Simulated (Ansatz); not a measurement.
**G0W0 on several functionals: SnSe2 (P-3m1)**

One-shot GW is not self-consistent; how far does the start matter for SnSe2 (P-3m1)?

Calculated with Ansatz 0.2.0; G0W0 on several functionals, plane waves, PAW.

Report form: the programs' logs are mostly left out.

In doubt: masses and optical values from hybrid runs of this build are listed as unsure (steps 5, 6, 7), which bears on the screening that GW takes from such a start.

## Step 1: Starting point

The structure is trigonal, space group P-3m1 (No. 164). The conventional cell has a = 3.811 Å, b = 3.811 Å, c = 6.136 Å, α = 90.00°, β = 90.00°, γ = 120.00°. Nearest to Sn lie 6 Se at 2.72 Å. Nearest to Se lie 3 Sn at 2.72 Å. Farther neighbours and most contacts between anions are not listed.

Geometry: measured cell, ions relaxed with PBE. The runs that relaxed it are not among those shown.

## Step 2: G0W0 on LDA

Now the one-shot GW correction: screening in the RPA, then the self-energy of the levels asked for. This step takes PAW set soft_1 files.

This step: G0W0 on LDA, plane waves, PAW; PAW set soft_1.

input.yaml

```yaml
crystal:
  lattice:
    - [3.811, 0.0, 0.0]
    - [-1.9055, 3.3004228138, 0.0]
    - [0.0, 0.0, 6.136]
  atoms:
    - { symbol: Sn, position: [0.0, 0.0, 0.0] }
    - { symbol: Se, position: [0.3333333333, 0.6666666667, 0.2614399677] }
    - { symbol: Se, position: [0.6666666667, 0.3333333333, 0.7385600323] }
kpoints:
  mp_grid: { grid: [6, 6, 4] }
hamiltonian:
  xc: lda
  pseudopotentials: { kind: paw, azcp: { folder: soft_1 }, xc_functional: pbe }
scf:
  occupations: { method: fixed }
gw:
  n_empty_bands: 175
  ecut_chi: 100
  qp_bands: [v2, c2]
  qp_kpoints: band_edges
  screening: { model: contour_deformation }
```

Run with:

```sh
$ ansatz run input.yaml --threads 2 --pin off --max-ram 92160MiB --backend cuda --events-out ev --progress --plain --runs-dir out --devices 1 --max-vram 13GiB
```

It took 28 s on 1 × NVIDIA H100 80GB HBM3 (shared by 6 runs) with 2 threads of AMD EPYC 7R13 (Zen 3), shared host; peak memory 1.3 GiB; 44 s of CPU time.

This step gave:

```
bands summed                                 : 198
RPA ε∞ on this mesh (eigenvalues)            : 13.58, 17.01, 17.01
plane waves in the screening matrix          : 161
q-points in the mesh                         : 144
G0W0 gap on the mesh                         : 1.068 eV
k of the valence top                         : 0, 0.1667, -0.25
k of the conduction bottom                   : 0, -0.5, -0.5
starting gap on the mesh                     : 0.5749 eV
Z at the valence top                         : 0.7238
Z at the conduction bottom                   : 0.7463
least direct G0W0 gap on the computed points : 1.569 eV
```

The gap on the mesh goes from 0.57 eV to 1.07 eV, a correction of +0.49 eV. Between the two edge states, bare exchange in place of the xc potential would open the gap by 4.74 eV, and correlation takes back 4.25 eV.

## Step 3: G0W0 on PBEsol

One-shot GW remembers its start. Another functional's orbitals and levels show by how much.

This step: G0W0 on PBEsol, plane waves, PAW; PAW set soft_1.

input.yaml, as its differences from that of step 2:

```diff
@@ -12,3 +12,3 @@
 hamiltonian:
-  xc: lda
+  xc: pbesol
   pseudopotentials: { kind: paw, azcp: { folder: soft_1 }, xc_functional: pbe }
```

It took 26 s on 1 × NVIDIA H100 80GB HBM3 (shared by 6 runs) with 2 threads; peak memory 1.3 GiB; 41 s of CPU time.

This step gave:

- bands summed: 198
- RPA ε∞ on this mesh (eigenvalues): 12.05, 15.64, 15.64
- plane waves in the screening matrix: 161
- q-points in the mesh: 144
- G0W0 gap on the mesh: 1.125 eV
- k of the valence top: 0, 0.1667, -0.25
- k of the conduction bottom: 0, -0.5, -0.5
- starting gap on the mesh: 0.6412 eV
- Z at the valence top: 0.7281
- Z at the conduction bottom: 0.7510
- least direct G0W0 gap on the computed points: 1.639 eV

Against the run with 6×6×4 mesh, 175 empty bands, screening to 100 eV, PAW set soft_1 files on LDA, the gap moves by +0.06 eV, while the start moved by +0.07 eV.

## Step 4: G0W0 on PBE

This step: G0W0 on PBE, plane waves, PAW; PAW set soft_1.

input.yaml, as its differences from that of step 3:

```diff
@@ -12,4 +12,4 @@
 hamiltonian:
-  xc: pbesol
-  pseudopotentials: { kind: paw, azcp: { folder: soft_1 }, xc_functional: pbe }
+  xc: pbe
+  pseudopotentials: { kind: paw, azcp: { folder: soft_1 } }
 scf:
```

Wall time 35 s (1 × NVIDIA H100 80GB HBM3 (shared by 6 runs) with 2 threads); peak memory 1.3 GiB; 52 s of CPU time.

This step gave:

* bands summed: 198
* RPA ε∞ on this mesh (eigenvalues): 11.01, 14.43, 14.43
* plane waves in the screening matrix: 161
* G0W0 gap on the mesh: 1.159 eV
* k of the valence top: 0, 0.1667, -0.25
* k of the conduction bottom: 0, -0.5, -0.5
* starting gap on the mesh: 0.7024 eV
* least direct G0W0 gap on the computed points: 1.683 eV

Against the run with 6×6×4 mesh, 175 empty bands, screening to 100 eV, PAW set soft_1 files on PBEsol, the gap moves by +0.03 eV, while the start moved by +0.06 eV.

## Step 5: G0W0 on HSE06

This step: G0W0 on HSE06, plane waves, PAW; PAW set soft_1.

input.yaml, as its differences from that of step 4:

```diff
@@ -12,3 +12,3 @@
 hamiltonian:
-  xc: pbe
+  xc: hse06
   pseudopotentials: { kind: paw, azcp: { folder: soft_1 } }
```

It took 58 s on 1 × NVIDIA H100 80GB HBM3 (shared by 6 runs) with 2 threads; peak memory 1.8 GiB.

This step gave:

```
bands summed                                 : 198
RPA ε∞ on this mesh (eigenvalues)            : 7.190, 9.503, 9.503
plane waves in the screening matrix          : 161
G0W0 gap on the mesh                         : 1.473 eV
k of the valence top                         : 0, 0.1667, -0.25
k of the conduction bottom                   : 0, -0.5, -0.5
starting gap on the mesh                     : 1.302 eV
least direct G0W0 gap on the computed points : 2.020 eV
```

Against the run with 6×6×4 mesh, 175 empty bands, screening to 100 eV, PAW set soft_1 files on PBE, the gap moves by +0.31 eV, while the start moved by +0.60 eV.

## Step 6: G0W0 on PBE0

This step: G0W0 on PBE0, plane waves, PAW; PAW set soft_1.

input.yaml, as its differences from that of step 5:

```diff
@@ -12,3 +12,3 @@
 hamiltonian:
-  xc: hse06
+  xc: pbe0
   pseudopotentials: { kind: paw, azcp: { folder: soft_1 } }
```

The job ended after 52 s (1 × NVIDIA H100 80GB HBM3 (shared by 6 runs) with 2 threads; peak memory 1.8 GiB; 68 s of CPU time).

Numbers from this step:

```yaml
bands_summed: 198
rpa_eps_infinity_on_this_mesh_eigenvalues: 6.161, 8.053, 8.053
plane_waves_in_the_screening_matrix: 161
g0w0_gap_on_the_mesh: 1.630 eV
k_of_the_valence_top: 0, 0.1667, -0.25
k_of_the_conduction_bottom: 0, -0.5, -0.5
starting_gap_on_the_mesh: 1.940 eV
least_direct_g0w0_gap_on_the_computed_points: 2.191 eV
```

Against the run with 6×6×4 mesh, 175 empty bands, screening to 100 eV, PAW set soft_1 files on HSE06, the gap moves by +0.16 eV, while the start moved by +0.64 eV.

## Step 7: G0W0 on Hartree-Fock

This step: G0W0 on Hartree-Fock, plane waves, PAW; PAW set soft_1.

input.yaml, as its differences from that of step 6:

```diff
@@ -12,3 +12,3 @@
 hamiltonian:
-  xc: pbe0
+  xc: hf
   pseudopotentials: { kind: paw, azcp: { folder: soft_1 } }
```

Wall time 55 s (1 × NVIDIA H100 80GB HBM3 (shared by 6 runs) with 2 threads); peak memory 1.8 GiB; 70 s of CPU time.

Numbers from this step:

```
bands summed                                 : 198
RPA ε∞ on this mesh (eigenvalues)            : 3.215, 3.717, 3.717
plane waves in the screening matrix          : 161
G0W0 gap on the mesh                         : 2.713 eV
k of the valence top                         : 0, 0.1667, -0.25
k of the conduction bottom                   : 0, -0.5, -0.5
starting gap on the mesh                     : 6.521 eV
least direct G0W0 gap on the computed points : 3.288 eV
```

Against the run with 6×6×4 mesh, 175 empty bands, screening to 100 eV, PAW set soft_1 files on PBE0, the gap moves by +1.08 eV, while the start moved by +4.58 eV.

## Step 8: Side by side

All on the 6×6×4 mesh with 175 empty bands and screening to 100 eV. Times are wall times on 1 × NVIDIA H100 80GB HBM3 (shared by 6 runs) with 2 threads of AMD EPYC 7R13 (Zen 3), shared host, good to a factor of about two.

```
       start  starting gap (eV)  shift (eV)  G0W0 gap (eV)  RPA ε∞ (harmonic mean)  Z (valence, conduction)  time
         LDA               0.57       +0.49           1.07                   15.69               0.72, 0.75  28 s
      PBEsol               0.64       +0.48           1.12                   14.22               0.73, 0.75  26 s
         PBE               0.70       +0.46           1.16                   13.07               0.73, 0.75  35 s
       HSE06               1.30       +0.17           1.47                    8.58               0.77, 0.79  58 s
        PBE0               1.94       −0.31           1.63                    7.31               0.79, 0.81  52 s
Hartree-Fock               6.52       −3.81           2.71                    3.53               0.87, 0.88  55 s
```

The parts of the quasiparticle energy at the two band edges (eV; QP = start + Σx + Σc − Vxc):

```
   run               edge  start      Σx     Σc     Vxc     Z    QP
   LDA        valence top   7.60  -17.54   1.49  -15.91  0.72  7.47
   LDA  conduction bottom   8.18  -11.78  -2.76  -14.89  0.75  8.54
PBEsol        valence top   7.77  -17.51   1.55  -15.67  0.73  7.49
PBEsol  conduction bottom   8.41  -11.63  -2.76  -14.59  0.75  8.61
   PBE        valence top   7.89  -17.55   1.59  -15.60  0.73  7.54
   PBE  conduction bottom   8.59  -11.60  -2.76  -14.46  0.75  8.70
 HSE06        valence top   7.40  -17.54   1.48  -16.01  0.77  7.35
 HSE06  conduction bottom   8.70  -11.04  -2.94  -14.11  0.79  8.82
```

For a hybrid start, Vxc holds its share of exact exchange.

## Step 9: Outcome

| Property | Result |
| --- | --- |
| G0W0@LDA | 1.07 eV (start 0.57 eV) |
| G0W0@PBEsol | 1.12 eV (start 0.64 eV) |
| G0W0@PBE | 1.16 eV (start 0.70 eV) |
| G0W0@HSE06 | 1.47 eV (start 1.30 eV) |
| G0W0@PBE0 | 1.63 eV (start 1.94 eV) |
| G0W0@Hartree-Fock | 2.71 eV (start 6.52 eV) |
| known limits | not at the basis limit; no spin-orbit coupling; coarse k mesh |

What this shows: The starting gaps span 5.95 eV and the G0W0 gaps 1.65 eV. Between LDA and Hartree-Fock, 1.65 eV of the 5.95 eV survives, 28 %. Hartree-Fock screens less than LDA (ε∞ 3.53 against 15.69). Of the 1.65 eV by which its G0W0 gap is higher, the correlation part gives +0.38 eV, and exchange with the one-particle terms, which follow the orbitals, +1.26 eV. On PBE0 and Hartree-Fock the correction is negative: that start lies above its own G0W0 value. The smallest correction, +0.17 eV, is on HSE06, the start nearest to reproducing itself. Bands and cutoff are finite, so the gap is not at the basis limit. The miss can reach some tenths of an eV and take either sign; the mesh is an error of its own. The 6×6×4 mesh is coarse for this cell (its supercell is 23 Å along the shortest edge). The RPA ε∞ on it, from the LDA start, is 13.58 and 17.01; such meshes misread the long-range screening, most where the gap is narrow. The program warns that the mesh is coarse for exact exchange, which bears on the hybrid start's gap. The many-body steps are scalar-relativistic: spin-orbit coupling is not in them.

[Paths, hosts, dates, memory and timing lines, banners, echoed tables and standing remarks are left out of the program output.]

[Logs are printed without paths, hosts, clocks, repeated set-up lines and the standing remarks that a program may print on its own settings, such as how far it seeks lower states.]

[Runs of the session that timed out or met a known fault of the program may be left out.]

[Cells called generated may have been cut or substituted from an entry of the Crystallography Open Database or the Materials Project.]

[Hosts, paths, dates, database ids (printed as entryN), source tags and the programs' standing remarks are cut or masked in the printed files.]
